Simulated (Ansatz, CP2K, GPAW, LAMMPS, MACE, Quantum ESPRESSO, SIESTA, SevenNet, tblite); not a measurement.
# Amorphous 30In2O3-70HfO2 (mol %) (83 atoms) in GPAW

Wanted: GPAW inputs and outputs for amorphous 30In2O3-70HfO2 (mol %) (83 atoms), checked against a plane-wave reference.

Program: GPAW 26.7.0. Level of theory: the method is named at each step. Results are calculated unless marked as measured.

### 1. The structure

The cell holds 83 atoms: 14 In, 16 Hf and 53 O. Cell: a = 10.461 Å, b = 10.461 Å, c = 10.461 Å, α = 90.0°, β = 90.0°, γ = 90.0°. 83 atoms (14 Sc, 16 Zr, 53 O) placed at random at 4.52 g/cm³, melted at 5000 K for 10 ps at fixed volume with the Morse and Coulomb pair potential with partial charges (Pedone, Malavasi, Menziani, Cormack and Segre, J. Phys. Chem. B 110, 11780 (2006)). Quenched from 5000 K to 300 K at 200 K/ps and fixed volume, held 10 ps at zero pressure, then minimised at fixed cell. Then Sc was replaced by In, Zr was replaced by Hf and the cell scaled by 1.022 (the potential has no terms for the new elements, so the cell is a start for a DFT relaxation).

The yardstick, on the same geometry:

- method: Kohn-Sham DFT, PBE, SSSP efficiency 1.3.0 pseudopotentials, plane waves (Quantum ESPRESSO 7.5); sssp-pbe-1.3.0-efficiency, cutoffs 60/480 Ry, Γ point
- r.m.s. force component: 0.564 eV/Å
- longest force: 2.036 eV/Å
- pressure: -7.655 GPa
- gap (highest filled to lowest empty level): 1.572 eV
- time: 4.1 min on 4 MPI ranks of Arm Neoverse V1, shared host
- CPU time: 16 min

### 2. PBE, LCAO dzp, h 0.18 Å

Method: Kohn-Sham DFT, PBE, PAW, atomic orbitals (dzp).

Contents of run.py:

```python
import numpy as np
from ase.io import read
from gpaw import GPAW, FermiDirac

atoms = read("structure.xyz")
atoms.calc = GPAW(
    mode="lcao",
    basis="dzp",
    h=0.18,
    xc="PBE",
    kpts={"size": (1, 1, 1), "gamma": True},
    occupations=FermiDirac(0.05),
    maxiter=200,
    symmetry={"point_group": False},
    txt="gpaw.txt",
)
energy = atoms.get_potential_energy(force_consistent=True)
forces = atoms.get_forces()
print(f"energy {energy:.6f} eV")
print("forces (eV/A)")
for i, (a, f) in enumerate(zip(atoms, forces)):
    print(f"{i:4d} {a.symbol:2s} {f[0]:10.5f} {f[1]:10.5f} {f[2]:10.5f}")
print(f"Fermi level {atoms.calc.get_fermi_level():.4f} eV")
for k in range(len(atoms.calc.get_ibz_k_points())):
    for s in range(atoms.calc.get_number_of_spins()):
        e = atoms.calc.get_eigenvalues(kpt=k, spin=s)
        n = np.searchsorted(e, atoms.calc.get_fermi_level())
        print(f"k {k} spin {s} levels about the Fermi level:", np.round(e[max(n - 6, 0):n], 4).tolist(), "|", np.round(e[n:n + 6], 4).tolist())
```

Contents of structure.xyz:

```xyz
83
Lattice="10.46053 0.00000 0.00000 0.00000 10.46053 0.00000 0.00000 0.00000 10.46053" Properties=species:S:1:pos:R:3 pbc="T T T"
In 5.46155 5.91449 0.17678
In 9.95570 4.83517 4.82157
In 9.01468 0.17333 4.07187
In 8.83130 7.49204 4.28296
In 2.93711 4.53966 3.25186
In 7.51694 4.41811 2.80028
In 2.65007 5.21457 10.27778
In 3.53995 8.78611 0.12772
In 4.12396 7.43702 7.48702
In 0.59771 9.67494 1.75716
In 10.23950 9.86564 9.35004
In 4.99218 1.08319 3.60888
In 10.16314 6.23416 0.43830
In 5.75789 10.35425 8.80222
Hf 3.90900 3.49288 7.61192
Hf 4.54385 2.19043 0.18023
Hf 1.45945 1.81187 4.64448
Hf 7.62876 2.23196 6.09462
Hf 0.52658 6.67361 7.47729
Hf 2.70792 0.32250 7.31170
Hf 7.89582 4.08578 9.31071
Hf 4.94846 7.31819 3.36829
Hf 1.70548 8.24719 4.56309
Hf 7.82437 7.24946 8.05869
Hf 6.16847 5.32587 5.87662
Hf 6.15937 9.58310 5.70810
Hf 7.76360 1.33487 0.94678
Hf 0.41947 2.67193 1.30798
Hf 7.33356 8.53401 1.18978
Hf 0.37428 2.93763 8.00063
O 9.75507 1.71218 5.33257
O 4.14770 5.40224 6.78407
O 5.72683 3.25699 6.43887
O 4.59510 4.08630 9.63687
O 8.70567 2.99652 7.67949
O 9.68446 8.30964 8.04425
O 2.18970 7.81569 6.68208
O 0.28118 4.66791 6.76796
O 9.19397 5.80800 8.93946
O 9.49900 8.18149 0.84908
O 0.62847 1.11614 2.83198
O 9.86606 3.31379 9.95215
O 6.19002 8.51487 7.66077
O 0.79008 0.84416 8.17710
O 3.94833 6.82958 9.51961
O 1.05976 3.77866 3.93713
O 9.18999 5.72578 3.07121
O 3.39674 2.42381 3.83734
O 7.12456 7.52091 3.03617
O 5.36542 7.44476 5.50234
O 6.71964 5.34606 8.00743
O 1.55726 9.44795 10.38019
O 7.91015 4.00806 4.92126
O 2.25152 2.37538 6.56304
O 1.21781 6.55174 9.46772
O 7.17216 4.77774 0.74699
[... 23 atom lines left out ...]
O 2.52151 2.38667 0.83883
O 4.76550 0.07542 0.27438
O 7.97103 10.22559 2.31512
O 5.17179 7.84059 1.30851
```

Command:

```sh
OMP_NUM_THREADS=1 python run.py > output.txt
```

The log of the run:

```text
energy -598.243099 eV
forces (eV/A)
   0 In    1.25492   -0.08299    0.02422
   1 In   -0.15863   -0.85795    0.25383
   2 In    0.28148    0.78462    0.19583
   3 In   -1.02996    0.22367   -0.40868
   4 In    0.34690    0.03403   -0.27786
   5 In   -0.46673    0.10956   -0.25976
   6 In   -0.57412   -0.73753    0.12783
   7 In   -0.60843   -0.01163    0.71965
   8 In    0.40146   -0.18991   -0.53303
   9 In    0.43755   -0.31730    0.15434
  10 In   -0.55613   -0.20010   -0.18218
  11 In   -0.44803    0.03209   -0.12181
  12 In   -0.73598    0.09880    0.32933
  13 In    0.40888    0.60260   -0.08204
  14 Hf    0.05338    0.43398    0.17240
  15 Hf   -1.19440   -0.33089    0.79692
  16 Hf   -0.12553   -0.53410   -0.53018
  17 Hf   -0.87971   -0.42793    0.62955
  18 Hf    0.42514    0.08501    0.98387
  19 Hf    1.53280   -0.55450   -0.98686
  20 Hf   -0.16969   -0.02838   -0.39023
  21 Hf    0.32650    0.63292    0.28652
  22 Hf    0.18827    0.37691   -1.08609
  23 Hf   -0.53041   -0.48434    0.44305
[...]
75 O     0.67433   -0.07395    0.91682
  76 O     0.49596    0.82729   -0.31070
  77 O    -0.38546   -0.13483    0.64423
  78 O    -0.07343    0.55237    0.30257
  79 O     0.08192    0.23429   -0.01047
  80 O     0.03024    0.89405    0.01044
  81 O    -0.61149    0.14047   -1.17439
  82 O     0.19721    0.32437    0.61325
Fermi level 6.3060 eV
k 0 spin 0 levels about the Fermi level: [5.0245, 5.0471, 5.0844, 5.2471, 5.4279, 5.5519] | [7.0561, 8.0715, 8.4841, 8.6215, 8.6469, 8.7895]
```

gpaw.txt:

```text
Input parameters:
  mode=LCAO(),
  basis={'default': 'dzp'},
  h=0.18,
  kpts=MonkhorstPack(size=(1, 1, 1), gamma=True),
  maxiter=200,
  occupations=Occupations(name='fermi-dirac', width=0.05, fixmagmom=False),
  symmetry=Symmetry(point_group=False),
  xc=XC(name='PBE')
Unit cell  # Å
| periodic |         x |         y |         z |   lengths |    angles |
|----------|-----------|-----------|-----------|-----------|-----------|
|      yes | 10.460530 |  0.000000 |  0.000000 | 10.460530 | 90.000000 |
|      yes |  0.000000 | 10.460530 |  0.000000 | 10.460530 | 90.000000 |
|      yes |  0.000000 |  0.000000 | 10.460530 | 10.460530 | 90.000000 |
Number of symmetries: 1
Symmetry operations  # r_c * U_cc + t_c -> r_c
|   | kind |            matrix            |
|---|------|------------------------------|
| 0 |  E   |  1, 0, 0,  0, 1, 0,  0, 0, 1 |
BZ-sampling:
  Number of BZ points: 1
  Number of IBZ points: 1
  Monkhorst-Pack size: [1, 1, 1]
  Monkhorst-Pack shift: [0, 0, 0]
[... lines left out ...]
  MSR1-Mixer
occupation numbers:
  Fermi-Dirac:
    width: 0.0500  # eV
FastPoissonSolver using
    Stencil: 6*3+1=19 point O(h^6) finite-difference Laplacian
xc functional:
  name: PBE with 2 nearest neighbor stencil
interpolation: tri-quintic # 5. degree polynomial
Initialization done in: 16.840 s
convergence criteria:
- Maximum [total energy] change in last 3 cyles: 0.0005 eV / valence electron
- Maximum integral of absolute [dens]ity change: 0.0001 electrons / valence electron
- Maximum integral of absolute [eigenst]ate change: 4e-08 eV^2 / valence electron
maximum number of iterations: 200
SCF iterations
|iter     |      energy | eigst |  dens |
|---------|-------------|-------|-------|
|iter:   1| -661.925085 |      c|       |
|iter:   2| -643.840428 |      c| -0.92 |
|iter:   3| -599.096404 |      c| -0.98 |
|iter:   4| -598.409001 |      c| -1.52 |
|iter:   5| -598.498876 |      c| -1.76 |
|iter:   6| -598.251912c|      c| -2.27 |
|iter:   7| -598.244422c|      c| -2.85 |
|iter:   8| -598.243372c|      c| -3.16 |
|iter:   9| -598.243096c|      c| -3.50 |
|iter:  10| -598.243100c|      c| -3.95 |
|iter:  11| -598.243099c|      c| -4.25c|
Converged in 11 steps
SCF loop duration: 389.273 s (35.388 s/step)
Energy contributions relative to reference atoms: (reference = -8905998.891608)
Energy contributions:
  Kinetic:         670.234501
  Coulomb:        -708.134506
  Zero:             13.720617
  External:          0.000000
  Xc:             -574.063711
  Entropy:          -0.000001
  Spinorbit:         0.000000
  ----------------------------
  Free energy:    -598.243099
  Extrapolated:   -598.243099
dipole moment: (-17.853581, -1.416878, -56.378590)  # |e|*Ang
Fermi level: 6.306
Eigenvalues  # (at kpt = [0.000, 0.000, 0.000])
| band index |      eig [eV] | occ [0-2] |
|------------|---------------|-----------|
|          0 |       -56.538 |     2.000 |
|        ... |               |           |
|        338 |         4.956 |     2.000 |
|        339 |         5.003 |     2.000 |
[...]
|        353 |         9.025 |     0.000 |
|        ... |               |           |
|        419 |        12.277 |     0.000 |
Gap: 1.504 eV
Transition (v -> c):
  (s=0, k=0, n=345, [0.00, 0.00, 0.00]) -> (s=0, k=0, n=346, [0.00, 0.00, 0.00])
No difference between direct/indirect transitions
Force computation time: 90.836  # s
timing:  # [seconds]
  Total:  496.984  # ━━━━━━━━━━━━━━━━━━━━━━━━━━━━━━━━━━━━━━━━━━━━━━━━━━━━━━━━
  Init:    16.839  # ━━
  SCF:    389.273  # ━━━━━━━━━━━━━━━━━━━━━━━━━━━━━━━━━━━━━━━━━━━━
  Forces:  90.836  # ━━━━━━━━━━
```

Run time: 8.3 min. Hardware: 1 thread of Arm Neoverse V1, shared host; peak memory 2.3 GiB.

Banners, paths, timers and routine set-up lines are dropped from the logs unmarked, and long logs keep their key lines alone; longer cuts are marked.

Compared with the plane-wave run:

```yaml
r_m_s_force_component: 0.5298 eV/Å
r_m_s_difference_of_force_components: 100.4 meV/Å
longest_difference_of_force_vectors: 312.6 meV/Å
force_difference_over_r_m_s_force: 17.79 %
slope_of_forces_against_the_reference_s: 0.9253
correlation_of_force_components: 0.9851
spacing_of_highest_filled_and_lowest_empty_level: 1.504 eV
gap_difference: -0.0679 eV
```

Length of the force difference by element (eV/Å):

```tsv
element	atoms	mean	most
Hf	16	0.15	0.24
In	14	0.13	0.24
O	53	0.17	0.31
```

Levels nearest the highest filled one (eV from it): -0.53, -0.50, -0.47, -0.30, -0.12, 0.00, 1.50, 2.52, 2.93, 3.07, 3.10, 3.24.

Local excerpt of 9 atoms (numbers count through the whole input) about Hf20, which bears the longest force; x, y, z are measured from there.

```tsv
atom	x	y	z	distance (Å)	bonds	Fx	Fy	Fz (eV/Å)
Hf20	0.00	0.00	0.00	0.00	6	1.53	-0.55	-0.99
O60	1.07	-1.43	1.12	2.11	4	-0.73	0.63	-0.29
O78	1.68	-0.09	-1.30	2.12	2	-0.39	-0.13	0.64
O44	-1.92	0.52	0.87	2.17	3	0.26	0.76	-0.49
O57	-0.98	-0.50	-1.91	2.20	3	0.23	0.20	0.02
O54	-0.46	2.05	-0.75	2.23	4	-0.02	0.01	0.35
O68	1.35	1.28	1.25	2.24	4	-0.13	0.31	-0.10
O37	-0.52	-2.97	-0.63	3.08	3	-1.20	-0.31	0.12
Hf17	-1.25	1.49	-2.67	3.30	6	-0.13	-0.53	-0.53
```

Atoms are counted from 1 here, from 0 in the log.

Forces lie 18 % from the reference's, at 0.51 times its CPU time (on 1 against 4 cores).

### 3. PBE, LCAO sz(dzp), h 0.18 Å

Method: Kohn-Sham DFT, PBE, PAW, atomic orbitals (sz(dzp)).

Changes to run.py since step 2:

```diff
@@ -7,3 +7,3 @@
     mode="lcao",
-    basis="dzp",
+    basis="sz(dzp)",
     h=0.18,
```

structure.xyz is that of step 2.

The log of the run:

```text
energy -565.320206 eV
forces (eV/A)
   0 In    1.54504   -0.34778    0.06036
   1 In    0.33299   -1.14860    0.40992
   2 In    0.21399    0.80429    0.16521
   3 In   -1.14063    0.38321   -0.40123
   4 In    0.41744    0.04627   -0.09736
   5 In   -0.60814   -0.03029   -0.65115
[...]
80 O    -0.11990    0.85627   -0.05214
  81 O    -0.52900    0.06274   -1.16589
  82 O     0.24804    0.33462    0.44639
Fermi level 6.7518 eV
k 0 spin 0 levels about the Fermi level: [5.5449, 5.5845, 5.6443, 5.7904, 5.9613, 6.0823] | [7.4169, 8.4225, 8.8144, 8.903, 8.9819, 9.085]
```

gpaw.txt:

```text
Input parameters:
  mode=LCAO(),
  basis={'default': 'sz(dzp)'},
  h=0.18,
  kpts=MonkhorstPack(size=(1, 1, 1), gamma=True),
  maxiter=200,
  occupations=Occupations(name='fermi-dirac', width=0.05, fixmagmom=False),
[... lines left out ...]
  Fermi-Dirac:
[... lines left out ...]
convergence criteria:
- Maximum [total energy] change in last 3 cyles: 0.0005 eV / valence electron
[... lines left out ...]
Converged in 11 steps
[... lines left out ...]
  Free energy:    -565.320206
[... lines left out ...]
Fermi level: 6.752
[... lines left out ...]
|        ... |               |           |
|        419 |        12.905 |     0.000 |
Gap: 1.335 eV
Transition (v -> c):
  (s=0, k=0, n=345, [0.00, 0.00, 0.00]) -> (s=0, k=0, n=346, [0.00, 0.00, 0.00])
No difference between direct/indirect transitions
Force computation time: 24.970  # s
timing:  # [seconds]
  Total:  152.286  # ━━━━━━━━━━━━━━━━━━━━━━━━━━━━━━━━━━━━━━━━━━━━━━━━━━━━━━━━
  Init:    11.631  # ━━━━╸
  SCF:    115.653  # ━━━━━━━━━━━━━━━━━━━━━━━━━━━━━━━━━━━━━━━━━━╸
  Forces:  24.970  # ━━━━━━━━━
```

It took 2.6 min on 1 thread; peak memory 1.8 GiB.

Compared with the plane-wave run:

| Quantity | Value |
| --- | --- |
| r.m.s. force component | 0.5455 eV/Å |
| r.m.s. difference of force components | 180.6 meV/Å |
| longest difference of force vectors | 668.9 meV/Å |
| force difference over r.m.s. force | 32.01 % |
| slope of forces against the reference's | 0.9164 |
| correlation of force components | 0.9476 |
| gap (highest filled to lowest empty level) | 1.335 eV |
| gap difference | -0.2375 eV |

This is a coarse setting, run to see what it loses.

Against the first run (18 %), the force difference from the reference is 32 %, at 0.31 times the CPU time, with 546 basis functions against 1475: the smaller basis costs accuracy.

### 4. RPBE, LCAO dzp, h 0.18 Å

Method: Kohn-Sham DFT, RPBE, PAW, atomic orbitals (dzp).

Changes to run.py since step 3:

```diff
@@ -7,5 +7,5 @@
     mode="lcao",
-    basis="sz(dzp)",
+    basis="dzp",
     h=0.18,
-    xc="PBE",
+    xc="RPBE",
     kpts={"size": (1, 1, 1), "gamma": True},
```

structure.xyz is that of step 3.

The log of the run:

```text
energy -565.628792 eV
forces (eV/A)
   0 In    1.28912   -0.10440    0.03191
   1 In   -0.19239   -0.89486    0.26909
   2 In    0.32800    0.85159    0.20045
   3 In   -1.03705    0.22094   -0.43503
   4 In    0.36630    0.00640   -0.25797
   5 In   -0.53288    0.08910   -0.24817
   6 In   -0.56840   -0.75783    0.16113
   7 In   -0.64485   -0.04779    0.78146
   8 In    0.44224   -0.19525   -0.56535
   9 In    0.41715   -0.31301    0.14318
  10 In   -0.64968   -0.21733   -0.21495
  11 In   -0.51583    0.02305   -0.13450
[...]
78 O    -0.05408    0.56477    0.27795
  79 O     0.07126    0.18813    0.00697
  80 O     0.03544    0.85811    0.13103
  81 O    -0.63011    0.11687   -1.11154
  82 O     0.16427    0.36926    0.57494
Fermi level 6.5194 eV
k 0 spin 0 levels about the Fermi level: [5.1912, 5.2164, 5.2498, 5.422, 5.5996, 5.7227] | [7.3119, 8.3057, 8.7199, 8.8525, 8.8844, 9.0215]
```

gpaw.txt:

```text
Input parameters:
  mode=LCAO(),
  basis={'default': 'dzp'},
  h=0.18,
  kpts=MonkhorstPack(size=(1, 1, 1), gamma=True),
  maxiter=200,
  occupations=Occupations(name='fermi-dirac', width=0.05, fixmagmom=False),
  symmetry=Symmetry(point_group=False),
  xc=XC(name='RPBE')
[... lines left out ...]
  Fermi-Dirac:
[... lines left out ...]
convergence criteria:
- Maximum [total energy] change in last 3 cyles: 0.0005 eV / valence electron
[... lines left out ...]
Converged in 11 steps
[... lines left out ...]
  Free energy:    -565.628792
[... lines left out ...]
Fermi level: 6.519
[... lines left out ...]
|          0 |       -56.477 |     2.000 |
|        ... |               |           |
|        338 |         5.125 |     2.000 |
|        339 |         5.167 |     2.000 |
[...]
|        353 |         9.251 |     0.000 |
|        ... |               |           |
|        419 |        12.519 |     0.000 |
Gap: 1.589 eV
Transition (v -> c):
  (s=0, k=0, n=345, [0.00, 0.00, 0.00]) -> (s=0, k=0, n=346, [0.00, 0.00, 0.00])
No difference between direct/indirect transitions
Force computation time: 88.703  # s
timing:  # [seconds]
  Total:  495.289  # ━━━━━━━━━━━━━━━━━━━━━━━━━━━━━━━━━━━━━━━━━━━━━━━━━━━━━━━━
  Init:    16.680  # ━━
  SCF:    389.873  # ━━━━━━━━━━━━━━━━━━━━━━━━━━━━━━━━━━━━━━━━━━━━
  Forces:  88.703  # ━━━━━━━━━━
```

The job ended after 8.3 min (1 thread; peak memory 2.3 GiB).

Numbers from this run, and their distance from the reference:

- r.m.s. force component: 0.5249 eV/Å
- r.m.s. difference of force components: 137.5 meV/Å
- longest difference of force vectors: 426.5 meV/Å
- force difference over r.m.s. force: 24.37 %
- slope of forces against the reference's: 0.9033
- correlation of force components: 0.9707
- gap (highest filled to lowest empty level): 1.589 eV
- gap difference: 0.0171 eV

Against the first run (18 %), the force difference from the reference is 24 %, at 1.00 times the CPU time; the model has changed, so this is no error of the program alone.

### 5. PBE, LCAO szp(dzp), h 0.18 Å

Method: Kohn-Sham DFT, PBE, PAW, atomic orbitals (szp(dzp)).

Changes to run.py since step 4:

```diff
@@ -7,5 +7,5 @@
     mode="lcao",
-    basis="dzp",
+    basis="szp(dzp)",
     h=0.18,
-    xc="RPBE",
+    xc="PBE",
     kpts={"size": (1, 1, 1), "gamma": True},
```

structure.xyz is that of step 4.

The log of the run:

```text
energy -580.762836 eV
forces (eV/A)
   0 In    1.37922   -0.20460    0.03562
   1 In   -0.08149   -0.81535    0.27735
   2 In    0.26327    0.79926    0.17617
   3 In   -1.08395    0.23352   -0.40759
   4 In    0.41000    0.09257   -0.26862
   5 In   -0.48272    0.05948   -0.33674
[...]
80 O    -0.00739    0.77379    0.03804
  81 O    -0.60466    0.09683   -1.07704
  82 O     0.19269    0.37174    0.50099
Fermi level 6.5578 eV
k 0 spin 0 levels about the Fermi level: [5.3194, 5.3364, 5.3742, 5.5229, 5.7325, 5.8386] | [7.2712, 8.2423, 8.6576, 8.7492, 8.809, 8.9257]
```

gpaw.txt:

```text
Input parameters:
  mode=LCAO(),
  basis={'default': 'szp(dzp)'},
  h=0.18,
  kpts=MonkhorstPack(size=(1, 1, 1), gamma=True),
  maxiter=200,
  occupations=Occupations(name='fermi-dirac', width=0.05, fixmagmom=False),
[... lines left out ...]
  Fermi-Dirac:
[... lines left out ...]
convergence criteria:
- Maximum [total energy] change in last 3 cyles: 0.0005 eV / valence electron
[... lines left out ...]
Converged in 10 steps
[... lines left out ...]
  Free energy:    -580.762836
[... lines left out ...]
Fermi level: 6.558
[... lines left out ...]
|        ... |               |           |
|        419 |        12.645 |     0.000 |
Gap: 1.433 eV
Transition (v -> c):
  (s=0, k=0, n=345, [0.00, 0.00, 0.00]) -> (s=0, k=0, n=346, [0.00, 0.00, 0.00])
No difference between direct/indirect transitions
Force computation time: 58.963  # s
timing:  # [seconds]
  Total:  313.048  # ━━━━━━━━━━━━━━━━━━━━━━━━━━━━━━━━━━━━━━━━━━━━━━━━━━━━━━━━
  Init:    12.983  # ━━╸
  SCF:    241.071  # ━━━━━━━━━━━━━━━━━━━━━━━━━━━━━━━━━━━━━━━━━━━
  Forces:  58.963  # ━━━━━━━━━━╸
```

Wall time 5.2 min (1 thread); peak memory 2.1 GiB.

Compared with the plane-wave run:

| Item | Value |
| --- | --- |
| r.m.s. force component | 0.5133 eV/Å |
| r.m.s. difference of force components | 152.3 meV/Å |
| longest difference of force vectors | 439.7 meV/Å |
| force difference over r.m.s. force | 27 % |
| slope of forces against the reference's | 0.8776 |
| correlation of force components | 0.9644 |
| gap (highest filled to lowest empty level) | 1.433 eV |
| gap difference | -0.1395 eV |

This is a coarse setting, run to see what it loses.

Against the first run (18 %), the force difference from the reference is 27 %, at 0.63 times the CPU time, with 929 basis functions against 1475: the smaller basis costs accuracy.

(Continued in part 2 of 2.)

[Also dropped from logs without a mark: logging warnings of Python, and SIESTA's first energy breakdown and zero terms.]

[Logs are printed without paths, hosts, clocks, repeated set-up lines and the standing remarks that a program may print on its own settings, such as how far it seeks lower states.]

[Hosts, paths, dates, database ids (printed as entryN), source tags and the programs' standing remarks are cut or masked in the printed files.]
